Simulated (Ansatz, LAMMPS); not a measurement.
## Aqueous Cs+ and Br-, 21.3 mol of salt per kg of water at 360 K (98 atoms): support functions against a reference

Aim: test how closely localised support functions follow the reference on aqueous Cs+ and Br-, 21.3 mol of salt per kg of water at 360 K (98 atoms), and at what cost. A setting counts as converged where the r.m.s. difference of forces stays under 1 % of the r.m.s. force.

Method: Kohn-Sham DFT, PBE+D4, PAW (set soft_2), plane waves, in Ansatz 0.2.0.

The raw output is cut from this account; settings, times and results stay.

## (1) The structure

The cell holds 98 atoms: 26 O, 52 H, 10 Cs and 10 Br. Cell: a = 11.559 Å, b = 11.559 Å, c = 11.559 Å, α = 90.0°, β = 90.0°, γ = 90.0°. 26 H2O, 10 Cs+, 10 Br- placed at random, at 2.79 g/cm³; overlaps pushed apart, then 10 ps at 420 K with Joung-Cheatham ions (J. Phys. Chem. B 112, 9020 (2008)); SPC/E water (Berendsen, Grigera and Straatsma, J. Phys. Chem. 91, 6269 (1987)). Snapshot after 20 ps at 360 K and fixed volume.

Limits known from the start: The network of contacts between molecules at the start is that of the classical potential that made the cell, and needn't be the one that DFT or experiment would give. The concentration wasn't checked against solubility and may exceed it. The density was typed from a rule of thumb and may lie off the real one at this temperature. Sampling is at Γ alone, for a cell whose shortest periodic width is 12 Å. The levels lack spin–orbit coupling, which is large for the heavy elements here.

## (2) How the cell was made

A classical potential supplies the starting structure, since it reaches far longer times than DFT.

This step: classical MD, Joung-Cheatham ions (J. Phys. Chem. B 112, 9020 (2008)); SPC/E water (Berendsen, Grigera and Straatsma, J. Phys. Chem. 91, 6269 (1987)) (LAMMPS 22 Jul 2025 - Update 4).

Input file in.lmp:

```
# aqueous Cs+ and Br-, 21.3 mol of salt per kg of water
units real
atom_style full
boundary p p p
bond_style harmonic
angle_style harmonic
dihedral_style opls
improper_style harmonic
special_bonds lj 0 0 0.5 coul 0 0 0.75
read_data data.lmp
neigh_modify delay 0 every 1 check yes one 4000
comm_modify cutoff 12.0
timestep 0.5
thermo_style custom step time temp pe press density
thermo_modify norm yes
# push overlapping molecules apart
pair_style soft 2.6
pair_coeff * * 0.0
variable a equal ramp(1,60)
fix ad all adapt 1 pair soft a * * v_a
velocity all create 420 675471 mom yes dist gaussian
fix lim all nve/limit 0.03
fix lan all langevin 420 420 50 675472 zero yes
thermo 1000
run 3000 post no
unfix ad
pair_style lj/cut/coul/long 9.0
pair_modify mix arithmetic tail yes
pair_coeff 1 1 0.1553 3.1660   # O
pair_coeff 2 2 0.0000 1.0000   # H
pair_coeff 3 3 0.0899 3.6010   # Cs
pair_coeff 4 4 0.0270 4.9017   # Br
kspace_style pppm 1.0e-4
thermo 100
# [... 17 lines left out ...]
compute msd all msd com yes
thermo 5000
fix md all nvt temp 360 360 100
run 20000 post no
print "== T360: mean square displacement over the hold $(c_msd[4]:%.2f) A^2"
unfix md
uncompute msd
write_dump all custom T360.dump id type xs ys zs modify sort id
```

Launch:

```sh
lmp -in in.lmp -log none -nocite
```

Wall time 8.2 s (1 thread of Intel Xeon 6975P-C (Granite Rapids), shared host); peak memory 0.072 GiB.

The input also reads data.lmp (atoms, bonds and types; not printed here).

## (3) Plane-wave single point

The first run uses the default basis; a harder plane-wave run follows as the reference for the support functions.

Input file input.yaml:

```yaml
crystal:
  lattice:
    - [11.55863, 0.0, 0.0]
    - [0.0, 11.55863, 0.0]
    - [0.0, 0.0, 11.55863]
  atoms:
    - { symbol: O, position: [0.84804, 0.38049, 0.27332] }
    - { symbol: H, position: [0.78801, 0.32285, 0.29697] }
    - { symbol: H, position: [0.85925, 0.37692, 0.18761] }
    - { symbol: O, position: [0.7957, 0.14086, 0.98807] }
    - { symbol: H, position: [0.821, 0.2235, 0.9842] }
    - { symbol: H, position: [0.73387, 0.13241, 0.048] }
    - { symbol: O, position: [0.3589, 0.74031, 0.36613] }
    - { symbol: H, position: [0.38896, 0.74365, 0.44719] }
    - { symbol: H, position: [0.41921, 0.70608, 0.3144] }
    - { symbol: O, position: [0.25223, 0.2646, 0.80592] }
    - { symbol: H, position: [0.18512, 0.24098, 0.75669] }
    - { symbol: H, position: [0.28805, 0.19434, 0.84148] }
    - { symbol: O, position: [0.30058, 0.42225, 0.96827] }
    - { symbol: H, position: [0.31891, 0.49511, 0.92537] }
    - { symbol: H, position: [0.25523, 0.36927, 0.91707] }
    - { symbol: O, position: [0.49096, 0.80375, 0.12208] }
    - { symbol: H, position: [0.47048, 0.77514, 0.04304] }
    - { symbol: H, position: [0.52189, 0.73823, 0.16935] }
    - { symbol: O, position: [0.22976, 0.87515, 0.7228] }
    - { symbol: H, position: [0.29794, 0.88906, 0.67138] }
    - { symbol: H, position: [0.25202, 0.82048, 0.78605] }
    - { symbol: O, position: [0.09171, 0.13036, 0.07512] }
    - { symbol: H, position: [0.08207, 0.20614, 0.03452] }
    - { symbol: H, position: [0.17598, 0.113, 0.08417] }
    - { symbol: O, position: [0.10517, 0.48709, 0.80486] }
    - { symbol: H, position: [0.16858, 0.54397, 0.82] }
    - { symbol: H, position: [0.06475, 0.46854, 0.87907] }
    - { symbol: O, position: [0.5815, 0.56541, 0.93142] }
    - { symbol: H, position: [0.50515, 0.60603, 0.93409] }
    - { symbol: H, position: [0.57957, 0.50439, 0.87012] }
    - { symbol: O, position: [0.53285, 0.20576, 0.87868] }
    - { symbol: H, position: [0.46566, 0.15332, 0.8935] }
    - { symbol: H, position: [0.5311, 0.23232, 0.79637] }
    - { symbol: O, position: [0.70619, 0.6426, 0.45814] }
    - { symbol: H, position: [0.75954, 0.5775, 0.47816] }
    - { symbol: H, position: [0.64849, 0.61563, 0.39959] }
    - { symbol: O, position: [0.34034, 0.39879, 0.34006] }
    - { symbol: H, position: [0.41832, 0.42607, 0.36574] }
    - { symbol: H, position: [0.32989, 0.31593, 0.36264] }
    - { symbol: O, position: [0.86558, 0.83178, 0.42989] }
    - { symbol: H, position: [0.80907, 0.76809, 0.44518] }
    - { symbol: H, position: [0.91423, 0.81133, 0.36133] }
    - { symbol: O, position: [0.57184, 0.93115, 0.84295] }
    - { symbol: H, position: [0.5258, 0.98108, 0.89654] }
    - { symbol: H, position: [0.56354, 0.96044, 0.76197] }
    - { symbol: O, position: [0.74548, 0.89316, 0.09149] }
    - { symbol: H, position: [0.75958, 0.92637, 0.01286] }
    - { symbol: H, position: [0.66235, 0.90401, 0.11289] }
    - { symbol: O, position: [0.89026, 0.28227, 0.5037] }
    - { symbol: H, position: [0.87899, 0.3456, 0.44585] }
    - { symbol: H, position: [0.94594, 0.22402, 0.4722] }
    - { symbol: O, position: [0.35378, 0.42393, 0.6254] }
    - { symbol: H, position: [0.43865, 0.40773, 0.62985] }
    - { symbol: H, position: [0.31073, 0.3652, 0.67211] }
    - { symbol: O, position: [0.84866, 0.14104, 0.76548] }
    - { symbol: H, position: [0.84737, 0.06113, 0.73233] }
    - { symbol: H, position: [0.82643, 0.13796, 0.84903] }
    - { symbol: O, position: [0.08525, 0.17985, 0.67011] }
    - { symbol: H, position: [0.0049, 0.16211, 0.69682] }
    - { symbol: H, position: [0.09661, 0.14871, 0.5902] }
    - { symbol: O, position: [0.80303, 0.95151, 0.64366] }
    - { symbol: H, position: [0.80585, 0.92519, 0.56129] }
    - { symbol: H, position: [0.82702, 0.88656, 0.69553] }
    - { symbol: O, position: [0.38933, 0.65897, 0.61217] }
    - { symbol: H, position: [0.36702, 0.65495, 0.69566] }
    - { symbol: H, position: [0.40812, 0.57954, 0.58349] }
    - { symbol: O, position: [0.3572, 0.178, 0.50854] }
    - { symbol: H, position: [0.27589, 0.15717, 0.48755] }
    - { symbol: H, position: [0.39253, 0.11367, 0.55435] }
    - { symbol: O, position: [0.94817, 0.53834, 0.46048] }
    - { symbol: H, position: [0.92913, 0.54302, 0.37622] }
    - { symbol: H, position: [0.03409, 0.53803, 0.47065] }
    - { symbol: O, position: [0.18847, 0.54091, 0.48061] }
    - { symbol: H, position: [0.18409, 0.51004, 0.56131] }
    - { symbol: H, position: [0.25797, 0.50807, 0.4409] }
    - { symbol: O, position: [0.07956, 0.33924, 0.30422] }
    - { symbol: H, position: [0.99431, 0.34712, 0.31668] }
    - { symbol: H, position: [0.10197, 0.25589, 0.31006] }
    [... 14 atom lines left out ...]
    - { symbol: Br, position: [0.109, 0.08705, 0.42555] }
    - { symbol: Br, position: [0.31717, 0.68254, 0.90586] }
    - { symbol: Br, position: [0.55675, 0.56033, 0.24852] }
    - { symbol: Br, position: [0.03032, 0.77294, 0.20495] }
    - { symbol: Br, position: [0.9257, 0.38395, 0.0042] }
    - { symbol: Br, position: [0.60458, 0.43007, 0.68207] }
kpoints:
  mp_grid: { grid: [1, 1, 1] }
hamiltonian:
  xc: pbe
  dispersion: d4
scf:
  occupations: { method: fixed }
output:
  forces: true
  stress: true
  populations: true
  dos:
    method: { smearing: { sigma: 0.1 } }
    de: 0.1
    projected: { site_lists: { Br: [Br], Cs: [Cs], H: [H], O: [O] } }
  eigenvalues: true
  write_density: true
  write_potential: true
  volumetric_format: npy
```

Launch:

```sh
ansatz run input.yaml --threads 8 --pin off --max-ram 15872MiB --backend cpu --events-out ev --progress --plain --runs-dir out
```

Elapsed: 4.9 s, on 8 threads of Intel Xeon 6975P-C (Granite Rapids), shared host; peak memory 1.7 GiB.

Numbers from this run:

| Quantity | Value |
| --- | --- |
| free energy | -100165.8683 eV |
| free energy per atom | -1022.1007 eV/atom |
| SCF cycles | 8 |
| pressure | 0.5285 GPa |
| r.m.s. force component | 0.5109 eV/Å |
| longest force | 1.602 eV/Å |
| Fermi energy | 0.7006 eV |
| gap (highest filled to lowest empty level) | 3.967 eV |
| spilling of the projection | 0.008072 |

The r.m.s. force component of 0.51 eV/Å sets the scale for the differences below.

## (4) Plane waves at 750 eV (750 eV)

A harder cutoff gives the support functions a reference with less basis error.

input.yaml, the sections that differ from step 3:

```yaml
output:
  forces: true
  eigenvalues: true
basis:
  ecutwfc: "750 eV"
# crystal, kpoints, hamiltonian, scf: as in step 3
```

Wall time 5.3 s (8 threads); peak memory 3.6 GiB; 38 s of CPU time.

Forces differ from the reference by 9.4 meV/Å r.m.s., 1.8 % of their size, over a tolerance of 1 %; the energy by -4.1 meV/atom. This is the tighter run, so the reference isn't converged in this setting (nor is this run shown to be).

## (5) Support functions medium

The cell is solved in localised support functions. Besides, the program derives a nominal cutoff of 464 eV for this run, against the reference's 750.

This step: Kohn-Sham DFT, PBE+D4, PAW (set soft_2), localised support functions (medium) (Ansatz 0.2.0).

input.yaml, the sections that differ from step 4:

```yaml
scf:
  occupations: { method: fixed }
  eigensolver: { kind: { support_functions: { accuracy: medium } } }
  max_iter: 150
# crystal, kpoints, hamiltonian, output: as in step 4
# basis: removed
```

The job ended after 33 s (8 threads; peak memory 4 GiB; 4.1 min of CPU time).

The program notes that the band table was not solved further than the SCF left it and it switched symmetry off.

Keys that differ from the reference: basis.ecutwfc removed, support_functions.accuracy = "medium" and scf.max_iter = 150.

Forces differ from the reference by 2.0 meV/Å r.m.s., 0.39 % of their size, within a tolerance of 1 %; the energy by -0.63 meV/atom. It took 6.1 times the reference's time (shared host, so rough).

## (6) Support functions low

With localised support functions most steps grow linearly with size, though the diagonalisation grows faster unless the density matrix is cut; this run measures error and cost at this size. Besides, the program derives a nominal cutoff of 420 eV for this run, against the reference's 750.

This step: Kohn-Sham DFT, PBE+D4, PAW (set soft_2), localised support functions (low) (Ansatz 0.2.0).

input.yaml, the sections that differ from step 5:

```yaml
scf:
  occupations: { method: fixed }
  eigensolver: { kind: { support_functions: { accuracy: low } } }
  max_iter: 150
# crystal, kpoints, hamiltonian, output: as in step 5
```

It took 30 s on 8 threads; peak memory 4 GiB; 3.8 min of CPU time.

Keys that differ from the reference: basis.ecutwfc removed, support_functions.accuracy = "low" and scf.max_iter = 150.

Forces differ from the reference by 1.9 meV/Å r.m.s., 0.36 % of their size, within a tolerance of 1 %; the energy by -0.63 meV/atom. It took 5.6 times the reference's time (shared host, so rough).

## (7) Support functions high

With localised support functions most steps grow linearly with size, though the diagonalisation grows faster unless the density matrix is cut; this run measures error and cost at this size. Besides, the program derives a nominal cutoff of 631 eV for this run, against the reference's 750.

This step: Kohn-Sham DFT, PBE+D4, PAW (set soft_2), localised support functions (high) (Ansatz 0.2.0).

input.yaml, the sections that differ from step 6:

```yaml
scf:
  occupations: { method: fixed }
  eigensolver: { kind: { support_functions: { accuracy: high } } }
  max_iter: 150
# crystal, kpoints, hamiltonian, output: as in step 6
```

It took 2.3 min on 8 threads; peak memory 9.7 GiB; 18 min of CPU time.

Keys that differ from the reference: basis.ecutwfc removed, support_functions.accuracy = "high" and scf.max_iter = 150.

Forces differ from the reference by 1.6 meV/Å r.m.s., 0.31 % of their size, within a tolerance of 1 %; the energy by -0.66 meV/atom. It took 26 times the reference's time (shared host, so rough).

## (8) Support functions medium, spacing 0.33 Å

The grid spacing sets how fine a wave the support functions can hold. Besides, the program derives a nominal cutoff of 464 eV for this run, against the reference's 750.

This step: Kohn-Sham DFT, PBE+D4, PAW (set soft_2), localised support functions (medium) (Ansatz 0.2.0).

input.yaml, the sections that differ from step 7:

```yaml
scf:
  occupations: { method: fixed }
  eigensolver: { kind: { support_functions: { accuracy: medium, spacing: 0.33 } } }
  max_iter: 150
# crystal, kpoints, hamiltonian, output: as in step 7
```

It took 12 s on 8 threads; peak memory 1.8 GiB.

The program notes that the forces don't sum to zero within tolerance and the grid leaves an egg-box force.

Forces differ from the reference by 104 meV/Å r.m.s., 20 % of their size, far over a tolerance of 1 %; the energy by +29 meV/atom and the gap by -0.012 eV. It took 2.3 times the reference's time (shared host, so rough). The setting is coarser than the default on purpose.

## (9) Support functions medium, spacing 0.275 Å

input.yaml, the sections that differ from step 8:

```yaml
scf:
  occupations: { method: fixed }
  eigensolver: { kind: { support_functions: { accuracy: medium, spacing: 0.275 } } }
  max_iter: 150
# crystal, kpoints, hamiltonian, output: as in step 8
```

It took 16 s on 8 threads; peak memory 2.2 GiB; 1.9 min of CPU time.

Forces differ from the reference by 5.3 meV/Å r.m.s., 1.0 % of their size, over a tolerance of 1 %; the energy by -2.3 meV/atom. It took 3.0 times the reference's time (shared host, so rough). The setting is coarser than the default on purpose.

## (10) Support functions medium, spacing 0.238 Å

input.yaml, the sections that differ from step 9:

```yaml
scf:
  occupations: { method: fixed }
  eigensolver: { kind: { support_functions: { accuracy: medium, spacing: 0.238 } } }
  max_iter: 150
# crystal, kpoints, hamiltonian, output: as in step 9
```

It took 20 s on 8 threads; peak memory 2.6 GiB; 2.5 min of CPU time.

Forces differ from the reference by 1.3 meV/Å r.m.s., 0.24 % of their size, well within a tolerance of 1 %; the energy by -1.1 meV/atom. It took 3.8 times the reference's time (shared host, so rough). The setting is coarser than the default on purpose.

## (11) Support functions medium, spacing 0.211 Å

input.yaml, the sections that differ from step 10:

```yaml
scf:
  occupations: { method: fixed }
  eigensolver: { kind: { support_functions: { accuracy: medium, spacing: 0.211 } } }
  max_iter: 150
# crystal, kpoints, hamiltonian, output: as in step 10
```

The job ended after 22 s (8 threads; peak memory 3 GiB).

Keys that differ from the reference: basis.ecutwfc removed, support_functions.accuracy = "medium", support_functions.spacing = 0.211 and scf.max_iter = 150.

Forces differ from the reference by 1.6 meV/Å r.m.s., 0.31 % of their size, within a tolerance of 1 %; the energy by -0.54 meV/atom. It took 4.2 times the reference's time (shared host, so rough).

## (12) Support functions medium, spacing 0.165 Å

input.yaml, the sections that differ from step 11:

```yaml
scf:
  occupations: { method: fixed }
  eigensolver: { kind: { support_functions: { accuracy: medium, spacing: 0.165 } } }
  max_iter: 150
# crystal, kpoints, hamiltonian, output: as in step 11
```

Wall time 31 s (8 threads); peak memory 4 GiB; 3.9 min of CPU time.

Keys that differ from the reference: basis.ecutwfc removed, support_functions.accuracy = "medium", support_functions.spacing = 0.165 and scf.max_iter = 150.

Forces differ from the reference by 2.0 meV/Å r.m.s., 0.38 % of their size, within a tolerance of 1 %; the energy by -0.63 meV/atom. It took 5.8 times the reference's time (shared host, so rough).

## (13) Support functions medium, spacing 0.147 Å

input.yaml, the sections that differ from step 12:

```yaml
scf:
  occupations: { method: fixed }
  eigensolver: { kind: { support_functions: { accuracy: medium, spacing: 0.147 } } }
  max_iter: 150
# crystal, kpoints, hamiltonian, output: as in step 12
```

The job ended after 58 s (8 threads; peak memory 6.1 GiB).

Keys that differ from the reference: basis.ecutwfc removed, support_functions.accuracy = "medium", support_functions.spacing = 0.147 and scf.max_iter = 150.

Forces differ from the reference by 1.8 meV/Å r.m.s., 0.34 % of their size, within a tolerance of 1 %; the energy by -0.66 meV/atom. It took 11 times the reference's time (shared host, so rough).

## (14) What each setting buys

Each row is set against the plane-wave reference (Kohn-Sham DFT, PBE+D4, PAW (set soft_2), plane waves; r.m.s. force component 0.511 eV/Å). Energies are set beside the reference only for runs with its functional, potentials and electron count. Times are for 8 threads of Intel Xeon 6975P-C (Granite Rapids), shared host. The reference's time includes the DOS, the stress and grids, which some other runs skip.

```
                           run  Δ force, r.m.s. (meV/Å)  share of r.m.s. force (%)  Δ energy (meV/atom)  Δ gap (eV)  cycles   time  host memory (GiB)
                     reference                        -                          -                    -           -       8  4.9 s                1.7
plane waves at 750 eV (750 eV)                     9.44                       1.85                -4.15           0       8  5.3 s                3.6
```

(Part 1 of 2 ends here.)

[Long decimals in the printed logs are rounded to 6 places.]

[Logs are printed without paths, hosts, clocks, repeated set-up lines and the standing remarks that a program may print on its own settings, such as how far it seeks lower states.]

[Hosts, paths, dates, database ids (printed as entryN), source tags and the programs' standing remarks are cut or masked in the printed files.]
